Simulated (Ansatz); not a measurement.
# Ag(111) with 4 thermally displaced layers, 2x2: scattering by thermal displacements, part 2 of 2

How much do lattice vibrations at 300 K scatter the electrons of Ag? Layers with random displacements are laid between perfect leads, and the resistance is followed against their length. The measured value for the pure metal at this temperature is 1.629 µΩ cm (CRC Handbook of Chemistry and Physics, 84th ed., 2003, Electrical Resistivity of Pure Metals).

Ansatz 0.2.0; Ansatz plane-wave DFT, PBE, PAW files; ballistic transport by layer matching (Landauer), zero bias; PAW set soft_1.

So far, open channels per spin nearest the Fermi level: step 2 (with 4 displaced layers) 3.23.

## (4) With 12 displaced layers

Each atom of 12 layers is moved at random, by amounts drawn from a normal law 0.0901 Å wide in each direction from the Debye model (225 K) at 300 K. A fresh draw is used; the growth of the resistance with length is what counts.

System of this step: Ag(111) with 12 thermally displaced layers, 2x2. The cell holds 72 atoms: 72 Ag. Cell: a = 5.779 Å, b = 5.779 Å, c = 42.465 Å, α = 90.0°, β = 90.0°, γ = 120.0°. It derives from Ag. Regions: lead, 24 atoms (24 Ag); scattering region, 48 atoms (48 Ag). The structure is stacked along c, and the current runs across the ab planes.

The input, input.yaml:

```yaml
crystal:
  lattice:
    - [5.7787594586, 0.0, 0.0]
    - [-2.8893797293, 5.0045524935, 0.0]
    - [0.0, 0.0, 42.4650360593]
  atoms:
    - { symbol: Ag, position: [0.0, 0.0, 0.0277777778] }
    - { symbol: Ag, position: [0.0, 0.5, 0.0277777778] }
    - { symbol: Ag, position: [0.5, 0.0, 0.0277777778] }
    - { symbol: Ag, position: [0.5, 0.5, 0.0277777778] }
    - { symbol: Ag, position: [0.1666666667, 0.3333333333, 0.0833333333] }
    - { symbol: Ag, position: [0.1666666667, 0.8333333333, 0.0833333333] }
    - { symbol: Ag, position: [0.6666666667, 0.3333333333, 0.0833333333] }
    - { symbol: Ag, position: [0.6666666667, 0.8333333333, 0.0833333333] }
    - { symbol: Ag, position: [0.3333333333, 0.1666666667, 0.1388888889] }
    - { symbol: Ag, position: [0.3333333333, 0.6666666667, 0.1388888889] }
    - { symbol: Ag, position: [0.8333333333, 0.1666666667, 0.1388888889] }
    - { symbol: Ag, position: [0.8333333333, 0.6666666667, 0.1388888889] }
    - { symbol: Ag, position: [0.9906306642, 0.9983333277, 0.1949783315] }
    - { symbol: Ag, position: [0.9773982475, 0.4653647865, 0.1942910696] }
    - { symbol: Ag, position: [0.5132764935, 0.0195255904, 0.1956705947] }
    - { symbol: Ag, position: [0.4834496294, 0.4869686651, 0.1987106648] }
    - { symbol: Ag, position: [0.1949517296, 0.3663077442, 0.2545183979] }
    - { symbol: Ag, position: [0.1573790357, 0.8402699676, 0.2509721694] }
    - { symbol: Ag, position: [0.6802707823, 0.3430900867, 0.2504287331] }
    - { symbol: Ag, position: [0.6558557886, 0.8062813659, 0.2496490407] }
    - { symbol: Ag, position: [0.3228111709, 0.1689368229, 0.3045634846] }
    - { symbol: Ag, position: [0.3503511827, 0.6814138282, 0.3062105597] }
    - { symbol: Ag, position: [0.8390999125, 0.1683401381, 0.304605388] }
    - { symbol: Ag, position: [0.8263063877, 0.6577427388, 0.3063788126] }
    - { symbol: Ag, position: [0.0054530318, 0.0104659376, 0.3582918962] }
    - { symbol: Ag, position: [0.0069766349, 0.4862679304, 0.359553062] }
    - { symbol: Ag, position: [0.4918496077, 0.9898564645, 0.36172884] }
    - { symbol: Ag, position: [0.4814195727, 0.480744444, 0.3593164301] }
    - { symbol: Ag, position: [0.1875221599, 0.3341301885, 0.4141893228] }
    - { symbol: Ag, position: [0.1527901652, 0.8053190815, 0.4204638888] }
    - { symbol: Ag, position: [0.6472061654, 0.3419531024, 0.417820168] }
    - { symbol: Ag, position: [0.6467606437, 0.8387397033, 0.418782533] }
    - { symbol: Ag, position: [0.3429737405, 0.1713661702, 0.4742360791] }
    - { symbol: Ag, position: [0.338870841, 0.6727238822, 0.4719533572] }
    - { symbol: Ag, position: [0.8347101072, 0.149717386, 0.4739022385] }
    - { symbol: Ag, position: [0.8156360229, 0.6470298476, 0.4729972319] }
    - { symbol: Ag, position: [0.0350546991, 0.017314668, 0.5266836375] }
    - { symbol: Ag, position: [0.0067955418, 0.4918221293, 0.527514625] }
    - { symbol: Ag, position: [0.4805356332, 0.958279325, 0.5281843588] }
    - { symbol: Ag, position: [0.4776676409, 0.4874435905, 0.5246493175] }
    - { symbol: Ag, position: [0.1345282054, 0.3163501993, 0.5850851409] }
    - { symbol: Ag, position: [0.1924174684, 0.8328795246, 0.5856499684] }
    - { symbol: Ag, position: [0.6453383661, 0.2989089549, 0.5836514364] }
    - { symbol: Ag, position: [0.6697568826, 0.8256162475, 0.5839746129] }
    - { symbol: Ag, position: [0.3344882313, 0.151121326, 0.6357552435] }
    - { symbol: Ag, position: [0.3279833993, 0.6628665981, 0.6381405845] }
    - { symbol: Ag, position: [0.8642612531, 0.197735268, 0.6380048194] }
    - { symbol: Ag, position: [0.8527012679, 0.6836077907, 0.6404021119] }
    - { symbol: Ag, position: [0.0128288041, 0.9929918033, 0.6960142151] }
    - { symbol: Ag, position: [0.0388015353, 0.5144697074, 0.6931291126] }
    - { symbol: Ag, position: [0.5208400912, 0.0227287001, 0.6952273842] }
    - { symbol: Ag, position: [0.505106493, 0.5277826072, 0.6917926051] }
    - { symbol: Ag, position: [0.1743706908, 0.333042098, 0.7474672002] }
    - { symbol: Ag, position: [0.188812699, 0.8395969235, 0.7475242095] }
    - { symbol: Ag, position: [0.6721636956, 0.3255625239, 0.745962536] }
    - { symbol: Ag, position: [0.6582975057, 0.8380784817, 0.7513488769] }
    - { symbol: Ag, position: [0.3363214896, 0.1674798463, 0.8065528118] }
    - { symbol: Ag, position: [0.3406390147, 0.6878573081, 0.8058709534] }
    - { symbol: Ag, position: [0.8427847425, 0.1764035567, 0.803312384] }
    - { symbol: Ag, position: [0.8360354886, 0.6941881801, 0.806267036] }
    - { symbol: Ag, position: [0.0, 0.0, 0.8611111111] }
    - { symbol: Ag, position: [0.0, 0.5, 0.8611111111] }
    - { symbol: Ag, position: [0.5, 0.0, 0.8611111111] }
    - { symbol: Ag, position: [0.5, 0.5, 0.8611111111] }
    - { symbol: Ag, position: [0.1666666667, 0.3333333333, 0.9166666667] }
    - { symbol: Ag, position: [0.1666666667, 0.8333333333, 0.9166666667] }
    - { symbol: Ag, position: [0.6666666667, 0.3333333333, 0.9166666667] }
    - { symbol: Ag, position: [0.6666666667, 0.8333333333, 0.9166666667] }
    - { symbol: Ag, position: [0.3333333333, 0.1666666667, 0.9722222222] }
    - { symbol: Ag, position: [0.3333333333, 0.6666666667, 0.9722222222] }
    - { symbol: Ag, position: [0.8333333333, 0.1666666667, 0.9722222222] }
    - { symbol: Ag, position: [0.8333333333, 0.6666666667, 0.9722222222] }
kpoints:
  mp_grid: { grid: [4, 4, 1] }
hamiltonian:
  xc: pbe
  pseudopotentials: { kind: paw, azcp: { folder: soft_1 } }
scf:
  occupations: { method: fermi_dirac, width: 0.1 }
output:
  transmission: { leads: [[0, 4]], kmesh: [8, 8], e_range: [-0.05, 0.05], de: 0.05 }
  write_potential: true
  write_density: true
  volumetric_format: npy
```

On the command line:

```sh
ansatz run input.yaml --threads 4 --pin off --max-ram 15360MiB --backend cpu --events-out ev --progress --plain --runs-dir out
```

Numbers of over 12 decimals in the logs are rounded to 6 here.

Output:

```text
[...]
Crystal: 72 atoms, lattice volume = 1228.093 Å³
Basis set: ecut = 420 eV, 24081 PW (Γ)
Bands: 821, of which v1, the nominal top of the filled ones, is band 684 counted from 1 (683 counted from 0)
Symmetry: 1 space group operations
[...]
k-points: 10 of 16 (time reversal used)
[...]
SCF iter   1: F=—  HF=-546537.096491 eV  |F-HF|=—  |Δ(HF+E_count)|=         —  Δρ=7.04e-2  dr2=6.51e1  ethr=3.10e-3  ⟨swp⟩=4.0  Hψ=24458  notcnv=0  defer=162
[...]
SCF iter  12: F=-546519.720687 eV  HF=-546519.720687 eV  |F-HF|=3.96e-9  |Δ(HF+E_count)|=   6.05e-9  Δρ=7.26e-7  dr2=8.69e-9  ethr=7.31e-12  ⟨swp⟩=7.1  Hψ=30532  notcnv=0
SCF 1 converged in 12 iterations: F = -546519.720687 eV  dr2 = 8.69e-9
[...]
transmission: 186 of 1802 steps passed
transmission: 363 of 1802 steps passed
[...]
transmission: 1802 of 1802 steps passed
SCF converged after 12 iterations
Free energy (F): -546519.720687 eV
[...]
Internal energy: -546518.888187 eV  (E = F + TS)
E sigma→0 (E₀):  -546519.304437 eV
Entropy (-TS):   -0.832500 eV (-11.563 meV/atom)
Fermi energy:    17.241251 eV
[...]
--- Band table (eV; the first three rows and the last of 10) ---
  k-point 0: bands = [... 680 lower, 17.4714, 17.7827, 17.8246, 17.8248, 17.8455, 17.8552, 17.8864, 18.1009, ... 133 higher]
  k-point 1: bands = [... 680 lower, 17.0148, 17.0988, 17.1051, 17.1944, 17.2164, 17.2746, 17.3165, 17.3365, ... 133 higher]
  k-point 2: bands = [... 680 lower, 16.8879, 16.9039, 16.9298, 16.9462, 17.2338, 17.2535, 17.2842, 17.2917, ... 133 higher]
  k-point 9: bands = [... 680 lower, 16.8790, 16.9004, 16.9327, 16.9514, 17.2366, 17.2635, 17.2785, 17.2891, ... 133 higher]
--- Transmission ---
  basis      : 253 plane waves across, 53 finite elements along
  points     : 34, standing for a mesh of 8 x 8
[...]
channels       : 3.234375e0 a spin
[...]
junction   : crystal 0 to crystal 0, 0.70 to 40.80 Å
    transmission   : 3.066463e0 a spin
[...]
```

The job ended after 27 min (4 threads of Arm Neoverse V1, shared host; peak memory 8 GiB; 1.6 h of CPU time).

Numbers from this step:

* free energy: -546519.7207 eV
* energy at zero smearing: -546519.3044 eV
* Fermi energy: 17.24 eV
* transmission per spin nearest the Fermi level: 3.066
* open channels per spin nearest the Fermi level: 3.234
* step of the lead's potential: 5 meV

Per spin. Transmission, zone mean against energy, zero at the Fermi level:

```csv
energy (eV),"transmission, zone mean"
-0.0500,3.04
0.0000,3.07
0.0500,3.07
```

Over the solved energies the transmission per spin lies between 3.04 and 3.07, out of 3.23 channels of the lead on average (up to 3.23).

## (5) The fit

This step: Ansatz plane-wave DFT, PBE, PAW files; ballistic transport by layer matching (Landauer), zero bias; resistivity from the slope of the area resistance; PAW set soft_1 (Ansatz 0.2.0).

This step gave:

| Item | Value |
| --- | --- |
| resistivity | 2.443 µΩ cm |
| intercept | -0.001479 fΩ m² |
| scatter about the fit | 0.001305 fΩ m² |

Resistance, by row:

```csv
run,length (Å),T,channels N,RA (fΩ m²)
n4,9.437,3.178,3.234,0.02066
n8,18.87,3.167,3.297,0.04648
n12,28.31,3.057,3.234,0.06677
```

Area resistance against length of the displaced region:

```csv
length of the displaced region (Å),area resistance (fΩ m²)
9.44,0.0207
18.87,0.0465
28.31,0.0668
```

The area resistance goes from 0.021 to 0.067 fΩ m² between 9.4 and 28.3 Å, a slope of 2.4 µΩ cm.

By hand from the end points: (0.06677 − 0.02066) fΩ m² / (28.31 − 9.44) Å = 2.4 µΩ cm, since 1 fΩ m² per Å is 1000 µΩ cm.

## (6) Results

```yaml
resistivity_from_the_slope: 2.44 µΩ cm
area_resistance_over_9p44_a: 0.0207 fΩ m²
area_resistance_over_18p9_a: 0.0465 fΩ m²
area_resistance_over_28p3_a: 0.0668 fΩ m²
```

What this shows: The slope gives 2.4 µΩ cm. The points scatter by 0.0013 fΩ m² about the line, with one random draw a length in a 2x2 cell, so the slope is a rough value. The mean square of the displacements drawn is 0.75, 0.94 and 0.81 of the nominal one at the three lengths; with each resistance scaled back by that, the slope is 2.9 µΩ cm, the value used below. The lead's own channel count moves between the runs (3.23, 3.30 and 3.23), which shifts RA and the slope too. Read with a model of isotropic scattering on a spherical Fermi surface and the lead's 0.87×10¹⁵ S/m², this slope means a mean free path near 362 Å; over these lengths the model's slope is 1.22 times its bulk resistivity, which would be 2.4 µΩ cm. Uncorrelated displacements put too much weight on short waves, which scatter strongly; with the sideways repeat of a small cell, one draw and three short lengths, the method is good to a factor of two or three. The measured value is 1.629 µΩ cm (CRC Handbook of Chemistry and Physics, 84th ed., 2003, Electrical Resistivity of Pure Metals); the scaled slope is 1.8 times that and the corrected value 1.5: clearly high.

[Logs are printed without paths, hosts, clocks, repeated set-up lines and the standing remarks that a program may print on its own settings, such as how far it seeks lower states.]

[Hosts, paths, dates, database ids (printed as entryN), source tags and the programs' standing remarks are cut or masked in the printed files.]
